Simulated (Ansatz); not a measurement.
In doubt: masses and optical values from hybrid runs of this build are listed as unsure (in some of the runs), which bears on the screening that GW takes from such a start.

Two G0W0 runs on SiO2 (Quartz).

```yaml
crystal:
  lattice:
    - [4.91580, 0.00000, 0.00000]
    - [-2.45790, 4.25721, 0.00000]
    - [0.00000, 0.00000, 5.40910]
  atoms:
    - { symbol: Si, position: [0.53030, 0.00000, 0.33333] }
    - { symbol: Si, position: [0.00000, 0.53030, 0.66667] }
    - { symbol: Si, position: [0.46970, 0.46970, 0.00000] }
    - { symbol: O, position: [0.14620, 0.41420, 0.88100] }
    - { symbol: O, position: [0.58580, 0.73200, 0.21433] }
    - { symbol: O, position: [0.26800, 0.85380, 0.54767] }
    - { symbol: O, position: [0.41420, 0.14620, 0.11900] }
    - { symbol: O, position: [0.73200, 0.58580, 0.78567] }
    - { symbol: O, position: [0.85380, 0.26800, 0.45233] }
```

The cell and positions come from the Crystallography Open Database and are kept as given unless a step says otherwise.

The first (Ansatz 0.2.0; start PBE, 6×6×4 mesh, 673 empty bands, screening to 190 eV, hard PAW files; 1 × NVIDIA H100 80GB HBM3 (shared by 3 runs) with 4 threads of AMD EPYC 7R13 (Zen 3), shared host) gave, on its mesh: starting gap 6.00 eV, G0W0 gap 9.10 eV, RPA ε∞ (mean) 2.34, 4.8 min.

Q: The second changes start from PBE to HSE06. What does it give?

It gave: starting gap 7.83 eV, G0W0 gap 9.88 eV, RPA ε∞ (mean) 2.11, 6.9 min. The G0W0 gap moves by +0.78 eV, +1.83 eV from the start and −1.06 eV from the correction. Σc changes by −0.51 eV at the valence top and +0.25 eV at the conduction bottom, and Σx − Vxc between them by −1.81 eV.

Limits: not at the basis limit.

[Paths, hosts, dates, memory and timing lines, banners, echoed tables and standing remarks are left out of the program output.]

[Logs are printed without paths, hosts, clocks, repeated set-up lines and the standing remarks that a program may print on its own settings, such as how far it seeks lower states.]

[Runs of the session that timed out or met a known fault of the program may be left out.]

[Cells called generated may have been cut or substituted from an entry of the Crystallography Open Database or the Materials Project.]

[Hosts, paths, dates, database ids (printed as entryN), source tags and the programs' standing remarks are cut or masked in the printed files.]
